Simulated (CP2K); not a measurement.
Borylacetaldehyde has these distinct C atoms: C2 (bonded to B, C and 2 H) and C3 (bonded to C, O and H).

```xyz
9

B     1.1694    0.2400    0.5464
C     0.0459   -0.5078   -0.2349
C    -1.2764    0.2087   -0.2390
O    -2.3157   -0.2580    0.1982
H     1.1485    1.4358    0.6291
H     2.0829   -0.3693    1.0206
H     0.4610   -0.4247   -1.2670
H    -0.0676   -1.5745   -0.0048
H    -1.2479    1.2498   -0.6486
```

Their partial C K spectra (CP2K XAS_TDP, all-electron GAPW, PBEh(45%), aug-cc-pVDZ, TDA, GW2X-corrected core level, no relativity) are given in random order, each times the number of alike atoms.

Gaussian full width 0.5 eV, oscillator strength per eV, alike atoms added, rows of zeros left out:

```csv
E (eV),curve 1,curve 2
287.50,0.000,0.001
287.75,0.000,0.004
288.00,0.001,0.003
288.25,0.017,0.001
288.50,0.090,0.000
288.75,0.122,0.001
289.00,0.042,0.001
289.25,0.004,0.001
289.50,0.000,0.003
289.75,0.000,0.020
290.00,0.000,0.034
290.25,0.000,0.018
290.50,0.000,0.021
290.75,0.000,0.032
291.00,0.000,0.013
291.25,0.000,0.006
291.50,0.000,0.011
291.75,0.001,0.011
292.00,0.004,0.014
292.25,0.005,0.017
292.50,0.001,0.009
292.75,0.000,0.008
293.00,0.002,0.024
293.25,0.013,0.036
293.50,0.028,0.024
293.75,0.015,0.022
294.00,0.003,0.032
294.25,0.004,0.022
294.50,0.004,0.019
294.75,0.004,0.025
295.00,0.005,0.017
295.25,0.006,0.007
295.50,0.012,0.010
295.75,0.013,0.009
296.00,0.012,0.004
296.25,0.016,0.004
296.50,0.019,0.006
296.75,0.016,0.012
297.00,0.010,0.031
297.25,0.007,0.026
297.50,0.017,0.012
297.75,0.026,0.019
298.00,0.017,0.027
```

Which curve belongs to which atom?

Curve 1: C3 (bonded to C, O and H), leading line at 288.68 eV (f = 0.069 an atom), ionisation energy 295.62 eV, term value 6.94 eV. Curve 2: C2 (bonded to B, C and 2 H), leading line at 289.97 eV (f = 0.018 an atom), ionisation energy 292.37 eV, term value 2.40 eV. The leading line of an atom is its first one with 35 % of the strongest within 2.5 eV of its lowest line over the strength cut. A line lies at the core ionisation energy, which rises as an atom loses charge to its neighbours or to a π system, less the term value, which is large for a low π* or σ* orbital with weight on that atom.

[Banner, clock and machine lines of the logs are left out without a mark of their own.]

[Logs are printed without paths, hosts, clocks, repeated set-up lines and the standing remarks that a program may print on its own settings, such as how far it seeks lower states.]

[Hosts, paths, dates, database ids (printed as entryN), source tags and the programs' standing remarks are cut or masked in the printed files.]
